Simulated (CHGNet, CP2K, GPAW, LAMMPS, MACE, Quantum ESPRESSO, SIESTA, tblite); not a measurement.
## Glassy 45P2O5-55ZnO (mol %) (85 atoms): runs against a plane-wave reference

Density of this cell: 3.12 g/cm³. The cell holds 85 atoms: 18 P, 11 Zn and 56 O. Its edges and angles: a = 10.498 Å, b = 10.498 Å, c = 10.498 Å, α = 90.0°, β = 90.0°, γ = 90.0°. 85 atoms (18 P, 11 Zn, 56 O) placed at random at 3.06 g/cm³, melted at 4000 K for 10 ps at fixed volume with the Morse and Coulomb pair potential with partial charges (Pedone, Malavasi, Menziani, Cormack and Segre, J. Phys. Chem. B 110, 11780 (2006)). Quenched from 4000 K to 300 K at 500 K/ps and fixed volume, held 10 ps at zero pressure, then minimised at fixed cell.

Geometry: as built.

The reference, a calculation:

* method: Kohn-Sham DFT, PBE, SSSP efficiency 1.3.0 pseudopotentials, plane waves (Quantum ESPRESSO 7.5); sssp-pbe-1.3.0-efficiency, cutoffs 60/480 Ry, Γ point
* r.m.s. force component: 1.139 eV/Å
* longest force: 4.854 eV/Å
* pressure: 2.275 GPa
* gap (highest filled to lowest empty level): 1.682 eV
* time: 4.1 min on 4 MPI ranks of Arm Neoverse V1, shared host
* CPU time: 16 min

Q: Estimate the differences from the reference, the CPU time and the memory of each run.
- CP2K PBE, DZVP-MOLOPT-SR, 800/50 Ry, diagonalisation (CP2K 2026.2; 4 MPI ranks)
- CP2K PBE, SZV-MOLOPT-SR, 800/50 Ry, TRS4 filter 1e-05, SCF 1e-06 (CP2K 2026.2; 2 threads)
- SIESTA PBE, DZP, shift 0.01 Ry, mesh 500 Ry (SIESTA 5.4.2; 2 MPI ranks)
- GPAW PBE, LCAO dzp, h 0.22 Å (GPAW 26.7.0; 1 thread)
- GPAW PBE, LCAO dzp, h 0.18 Å (GPAW 26.7.0; 1 thread)
- MACE MPA-0 medium potential (MACE MPA-0 medium; 1 thread)
- tblite GFN1-xTB (tblite 0.8.0; 1 thread)
- SIESTA PBE, DZ, shift 0.01 Ry, mesh 500 Ry (SIESTA 5.4.2; 2 MPI ranks)
- SIESTA PBE, SZP, shift 0.01 Ry, mesh 500 Ry (SIESTA 5.4.2; 2 MPI ranks)
- CP2K RPBE, PBE potentials, DZVP-MOLOPT-SR, 800/50 Ry, OT DIIS (CP2K 2026.2; 4 MPI ranks)

Differences are against the plane-wave reference, forces as r.m.s. over components; share is that over the reference's r.m.s. force, slope the least-squares factor from reference forces to these. Total energies of different programs have different zeros and aren't compared.

```
                                                                      run  Δ force, r.m.s. (meV/Å)  share (%)  slope  Δ pressure (GPa)  Δ gap (eV)  cores  CPU time  memory (GiB)
                                                                reference                        -          -      -                 -           -      4    16 min           3.7
                     CP2K PBE, DZVP-MOLOPT-SR, 800/50 Ry, diagonalisation                      144       12.7  1.046             0.357      -0.222      4   5.6 min           6.1
CP2K PBE, SZV-MOLOPT-SR, 800/50 Ry, TRS4 filter 1e-05, SCF 1e-06 (coarse)                     3320        291  2.121              35.0           -      2      85 s           2.2
                              SIESTA PBE, DZP, shift 0.01 Ry, mesh 500 Ry                      312       27.4  1.190             0.148     -0.0333      2   3.6 min           1.6
                                    GPAW PBE, LCAO dzp, h 0.22 Å (coarse)                      542       47.6  1.245                 -      -0.263      1      94 s          0.89
                                             GPAW PBE, LCAO dzp, h 0.18 Å                      518       45.5  1.248                 -      -0.257      1   2.5 min           1.6
                                              MACE MPA-0 medium potential                      196       17.2  0.889            -0.835           -      1     9.4 s           1.1
                                                          tblite GFN1-xTB                      502       44.1  0.824              2.25           -      1     4.7 s          0.12
                      SIESTA PBE, DZ, shift 0.01 Ry, mesh 500 Ry (coarse)                     2448        215  1.768              20.2      -0.284      2     2 min           1.1
                     SIESTA PBE, SZP, shift 0.01 Ry, mesh 500 Ry (coarse)                      987       86.6  1.595              6.04      -0.183      2     3 min           1.4
            CP2K RPBE, PBE potentials, DZVP-MOLOPT-SR, 800/50 Ry, OT DIIS                      206       18.1  1.038              2.29      -0.144      4    11 min           3.6
```

Rows marked coarse were listed beforehand as settings not expected to be converged; some can still land near the reference.

Times of the machine-learned potentials are mostly Python's start and the loading of weights.

CPU time is summed over cores on a shared host, where runs went side by side, so it is rough. Symmetry, cutoffs, thresholds, outputs and thread counts weren't matched or tuned between programs; memory under MPI is the largest rank's times the ranks.

The PBE runs in local orbitals, coarse settings apart, differ by 13 % (CP2K PBE, DZVP-MOLOPT-SR, 800/50 Ry, diagonalisation) to 45 % (GPAW PBE, LCAO dzp, h 0.18 Å); basis, grid and potentials can all enter. Tight binding differs by 44 % (tblite GFN1-xTB); it is another model, with fitted parameters of its own, and the xTB methods hold dispersion. Machine-learned potentials differ by 17 % (MACE MPA-0 medium potential); they were trained on other programs' data. Rows with another functional or a dispersion term differ by 18 % (CP2K RPBE, PBE potentials, DZVP-MOLOPT-SR, 800/50 Ry, OT DIIS), which mixes the change of model with differences of basis and potentials, some of them made for another functional. Periodic xTB results under one method name differ between programs and library versions. Machine-learned potentials mimic data converged in k, so the reference's own k-point error enters their differences. The network of bonds at the start is that of the classical potential that made the cell, and needn't be the one that DFT or experiment would give. The electronic-structure runs sample only Γ, in a cell whose shortest periodic width is 10 Å.

[Logs are printed without paths, hosts, clocks, repeated set-up lines and the standing remarks that a program may print on its own settings, such as how far it seeks lower states.]

[Hosts, paths, dates, database ids (printed as entryN), source tags and the programs' standing remarks are cut or masked in the printed files.]
